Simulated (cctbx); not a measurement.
# Occupancies in ErPb2

Cell a = 4.5590 Å, b = 4.5590 Å, c = 18.3520 Å, α = 90.00°, β = 90.00°, γ = 90.00°; space group I4_1/amd (no. 141, origin choice 1); nominal formula ErPb2.

The data are simulated with cctbx, not measured: Mo Kα, λ = 0.71073 Å, to d = 0.6 Å, 80 % of the full sphere, strongest reflection 40000 counts, noise from counting, a 6 % proportional error and a noise floor of 4 counts (s.d.); no absorption.

With every site full:

```text
Rint 0.045, 281 unique reflections to 0.60 A
cycle     R1     wR2    GooF  max shift (A)
   1  0.1762  0.3766  14.351   0.00012
   2  0.0127  0.0327   1.247   0.00000
final R1 0.0127 wR2 0.0327 GooF 1.247  parameters 6  data/parameter 46.8
atom        x        y        z      Ueq    occ   su(xyz)  su(Uiso or U11)
Pb1    0.00000  0.00000  0.42041   0.0066  1.000  0.00001  0.0001
Er1    0.00000  0.50000  0.25000   0.0075  1.000  0.00000  0.0001
difference map: max 1.45 min -3.03 rms 0.38
Q1    0.0000  0.0000  0.2874    8    1.46  2.38 A from Er1
Q2    0.0000  0.0973  0.5840   16    1.34  0.45 A from Pb1
Q3    0.1774  0.1799  0.4600   32    1.12  1.36 A from Pb1
Q4    0.0000  0.0793  0.2164   16    1.09  2.01 A from Er1
Q5    0.0000  0.1614  0.1272   16    0.97  2.45 A from Er1
Q6    0.0000  0.0000  0.2490    8    0.97  2.28 A from Er1
```

With the occupancies of the suspect sites free, each still typed as its main element:

```text
Rint 0.045, 281 unique reflections to 0.60 A
cycle     R1     wR2    GooF  max shift (A)
   1  0.0758  0.1653   6.310   0.00007
  20  0.0106  0.0267   1.018   0.00000
final R1 0.0106 wR2 0.0266 GooF 1.015  parameters 7  data/parameter 40.1
atom        x        y        z      Ueq    occ   su(xyz)  su(Uiso or U11)
Pb1    0.00000  0.00000  0.42040   0.0066  1.000  0.00001  0.0001
Er1    0.00000  0.50000  0.25000   0.0070  0.979  0.00000  0.0001
su of occupancy Er1: 0.002
difference map: max 1.35 min -1.32 rms 0.33
Q1    0.0000  0.0000  0.2878    8    1.36  2.38 A from Er1
Q2    0.0000  0.1027  0.5841   16    1.16  0.48 A from Pb1
Q3    0.1775  0.1797  0.4593   32    1.10  1.35 A from Pb1
Q4    0.0000  0.0818  0.2163   16    1.00  2.00 A from Er1
Q5    0.0000  0.1591  0.1270   16    0.96  2.44 A from Er1
Q6    0.0000  0.0751  0.0758   16    0.86  1.43 A from Er1
```

**Question.** What is the disorder?

X-rays count electrons. Er1 refines to 0.979(0.002), or 66.6 electrons; the site truly holds 0.97 Er, 66.0 electrons, which is 0.970 of Er. A value under 1 can't tell vacancies from a lighter guest, and one over 1 needs a heavier guest; chemistry or a second radiation must settle which. Occupancy correlates with U and the scale, so the match is approximate.

Freeing them takes R1 from 0.0127 to 0.0106 and GooF from 1.25 to 1.01.

This is a model crystal, built by substitution and not relaxed, with assumed displacement parameters.

[Middle refinement cycles are left out of these outputs.]

[Logs are printed without paths, hosts, clocks, repeated set-up lines and the standing remarks that a program may print on its own settings, such as how far it seeks lower states.]
